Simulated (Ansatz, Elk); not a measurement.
# Bonding as seen by X-rays: Cd2CoS2Cl2, part 2 of 2

Structure refinements treat a crystal as free atoms side by side. For a made-up structure of Cd2CoS2Cl2 (cell and positions from a PBE relaxation) the runs below show what the calculated density changes in F(hkl).

Elk 11.2.3 (patched build); all-electron DFT.

So far: The starting structure; Ground state and structure factors; The magnetisation density; The highest occupied states alone.

The structure was built from a prototype and need not be the compound's stable phase.

## Step 5: Another functional

Level of this step: DFT, LDA (Perdew-Wang), all-electron APW+lo, Dirac cores, scalar-relativistic bands, static density, ferromagnetic start (Elk).

The difference from free atoms is small, so it is set against the change that LDA (Perdew-Wang) makes.

elk.in

```
tasks
  0
  195
  196

xctype
  3

spinpol
  .true.

rgkmax
  7.0

gmaxvr
  14.0

lmaxo
  7

lmaxapw
  8

swidth
  0.002

tshift
  .false.

ramdisk
  .false.

hmaxvr
  5.5

maxscl
  120

epspot
  1e-06

reducebf
  0.8

sppath
  './'

avec
  -4.45448850475 4.45448850475 12.62596485307
  4.45448850475 -4.45448850475 12.62596485307
  4.45448850475 4.45448850475 -12.62596485307

atoms
  4
  'Cd.in'
  2
  0.6169197300 0.6169197300 -0.0000000000   0.000000 0.000000 0.000000
  0.3830802700 0.3830802700 -0.0000000000   0.000000 0.000000 0.000000
  'Co.in'
  1
  -0.0000000000 -0.0000000000 -0.0000000000   0.000000 0.000000 -0.095000
  'Cl.in'
  2
  0.1993558185 0.1993558185 -0.0000000000   0.000000 0.000000 0.000000
  0.8006441815 0.8006441815 -0.0000000000   0.000000 0.000000 0.000000
  'S.in'
  2
  0.5000000000 -0.0000000000 0.5000000000   0.000000 0.000000 0.000000
  -0.0000000000 0.5000000000 0.5000000000   0.000000 0.000000 0.000000

ngridk
  6 6 6
```

Launch:

```console
$ OMP_NUM_THREADS=4 elk
```

Numbers of over 12 decimals in the logs are rounded to 6 here.

The program printed:

```text
┌─────────────────────────┐
│ Elk code version 11.2.3 │
└─────────────────────────┘

All units are atomic (Hartree, Bohr, etc.)

┌─────────────────────────────────────────────────┐
│ Ground-state run starting from atomic densities │
└─────────────────────────────────────────────────┘

Lattice vectors :
  -4.454488505       4.454488505       12.62596485
   4.454488505      -4.454488505       12.62596485
   4.454488505       4.454488505      -12.62596485

Reciprocal lattice vectors :
  0.3361921519E-17  0.7052645102      0.2488200062
[...]
species : 2 (Co)
[...]
species : 3 (Cl)
[...]
species : 4 (S)
   atom 1                    :   0.5228748999E-01
   atom 2                    :   0.5228748999E-01
 total in muffin-tins        :    1.818566836
 total moment                :    1.895536073

┌──────────────────────────────┐
│ Self-consistent loop stopped │
└──────────────────────────────┘

Warning : core states of species 1 leak from the muffin-tin :   0.4470396106E-03

Warning : core states of species 2 leak from the muffin-tin :   0.8350871823E-03

Warning : core states of species 4 leak from the muffin-tin :   0.1244873717E-03

Wrote STATE.OUT
[key lines of the parts left out:]
total energy                :     -14289.633459358
```

Wall time 5.5 min (4 threads of Arm Neoverse V2, shared host); peak memory 0.41 GiB.

Against the first run R = 0.08 %; the largest change is -0.109 at 112. The moment goes from 1.99 to 1.90 μB.

## Step 6: A coarser k-mesh

About half the k-points along each axis test the sampling.

Edit elk.in of step 5 so:

```diff
@@ -6,3 +6,3 @@
 xctype
-  3
+  20
 
@@ -71,2 +71,2 @@
 ngridk
-  6 6 6
+  3 3 3
```

Launch:

```console
$ OMP_NUM_THREADS=4 elk
```

The program printed:

```text
┌─────────────────────────┐
│ Elk code version 11.2.3 │
└─────────────────────────┘

All units are atomic (Hartree, Bohr, etc.)

┌─────────────────────────────────────────────────┐
│ Ground-state run starting from atomic densities │
└─────────────────────────────────────────────────┘

Lattice vectors :
  -4.454488505       4.454488505       12.62596485
   4.454488505      -4.454488505       12.62596485
   4.454488505       4.454488505      -12.62596485

Reciprocal lattice vectors :
  0.3361921519E-17  0.7052645102      0.2488200062
[...]
species : 2 (Co)
[...]
species : 3 (Cl)
[...]
species : 4 (S)
   atom 1                    :   0.4709222618E-01
   atom 2                    :   0.4709222618E-01
 total in muffin-tins        :    2.173258191
 total moment                :    2.269191423

┌──────────────────────────────┐
│ Self-consistent loop stopped │
└──────────────────────────────┘

Warning : core states of species 1 leak from the muffin-tin :   0.4418244153E-03

Warning : core states of species 2 leak from the muffin-tin :   0.7888397126E-03

Warning : core states of species 4 leak from the muffin-tin :   0.1302829625E-03

Wrote STATE.OUT
[key lines of the parts left out:]
total energy                :     -14306.997806351
```

The job ended after 3.1 min (4 threads; peak memory 0.69 GiB; 7.9 min of CPU time).

Against the first run R = 0.02 %; the largest change is -0.034 at 0 0 12. The moment goes from 1.99 to 2.27 μB.

## Step 7: With a Hubbard U

A Hubbard U is put on the d shell, to see how far it moves the factors.

Edit elk.in of step 6 so:

```diff
@@ -71,2 +71,6 @@
 ngridk
-  3 3 3
+  6 6 6
+
+dft+u
+  1 1
+  2 2 0.121273 0.000000
```

Launch:

```console
$ OMP_NUM_THREADS=4 elk
```

The program printed:

```text
┌─────────────────────────┐
│ Elk code version 11.2.3 │
└─────────────────────────┘

All units are atomic (Hartree, Bohr, etc.)

┌─────────────────────────────────────────────────┐
│ Ground-state run starting from atomic densities │
└─────────────────────────────────────────────────┘

Lattice vectors :
  -4.454488505       4.454488505       12.62596485
   4.454488505      -4.454488505       12.62596485
   4.454488505       4.454488505      -12.62596485

Reciprocal lattice vectors :
  0.3361921519E-17  0.7052645102      0.2488200062
[...]
Moments :
 interstitial                :  -0.5549260494E-01
 muffin-tins
  species : 1 (Cd)
[...]
species : 2 (Co)
[...]
species : 3 (Cl)
[...]
species : 4 (S)
   atom 1                    :  -0.1874191324
   atom 2                    :  -0.1874191324
 total in muffin-tins        :    1.114938909
 total moment                :    1.059446304

RMS change in Kohn-Sham potential (target) :   0.5528403254E-01 (  0.1000000000E-05)
Absolute change in total energy (target)   :   0.2161189910     (  0.1000000000E-03)

┌──────────────────┐
│ Loop number : 12 │
└──────────────────┘
[key lines of the parts left out:]
total energy                :     -14307.072792383
```

It took 6.1 min on 4 threads; peak memory 0.69 GiB.

The run was cut off at its time limit.

## Step 8: Settings against the effect

| run | R against the first run (%) | R against neutral atoms, low angle (%) | wall time |
| --- | --- | --- | --- |
| PBE, rgkmax 7 | 0.00 | 0.33 | 11 min |
| LDA (Perdew-Wang) | 0.08 | 0.29 | 5.5 min |
| k-mesh 3×3×3 | 0.02 | 0.33 | 3.1 min |

## Step 9: Outcome

| Property | Result |
| --- | --- |
| R against neutral atoms, sin θ/λ < 0.3 Å⁻¹ | 0.33 % |
| R against neutral atoms, 0.3 to 0.68 Å⁻¹ | 0.22 % |

In words: Independent neutral atoms miss the calculated amplitudes by R = 0.33 % below 0.3 Å⁻¹ and 0.22 % from there to 0.68 Å⁻¹; by shells, 1.41 % below 0.15 Å⁻¹ (3 forms), 0.25 % 0.15 to 0.3 (14 forms), 0.20 % 0.3 to 0.45 (33 forms), 0.22 % above 0.45 (99 forms). Bonding, aspherical density and the tables' own atoms all enter these figures, and the runs don't part them. The largest change of an amplitude is -0.99 electrons, at 004. The relaxation gave a moment of 2.17 μB against 1.99 μB here, so the moment isn't settled. The magnetic order is that of the start. No other order was tried here, and an antiferromagnetic one would change or move the magnetic intensity. The window's part falls from 51.0 electrons at the origin to at most 2.43 between 0.45 and 0.68 Å⁻¹, where compact states inside the window still scatter. Below 0.3 Å⁻¹ the changes that finished (LDA (Perdew-Wang) and k-mesh 3×3×3) move F by R = 0.09 % at most, against the 0.33 % that separates it from free atoms. The magnetic factors move by R = 8.3 % (LDA (Perdew-Wang)) and 11.3 % (k-mesh 3×3×3), so they aren't settled to better than that. The basis has no finished test. Part of the difference isn't bonding: the tables are fits to free atoms and ions calculated by other methods than this functional. Thermal motion, anomalous dispersion and extinction are left out.

[Logs are printed without paths, hosts, clocks, repeated set-up lines and the standing remarks that a program may print on its own settings, such as how far it seeks lower states.]

[Hosts, paths, dates, database ids (printed as entryN), source tags and the programs' standing remarks are cut or masked in the printed files.]
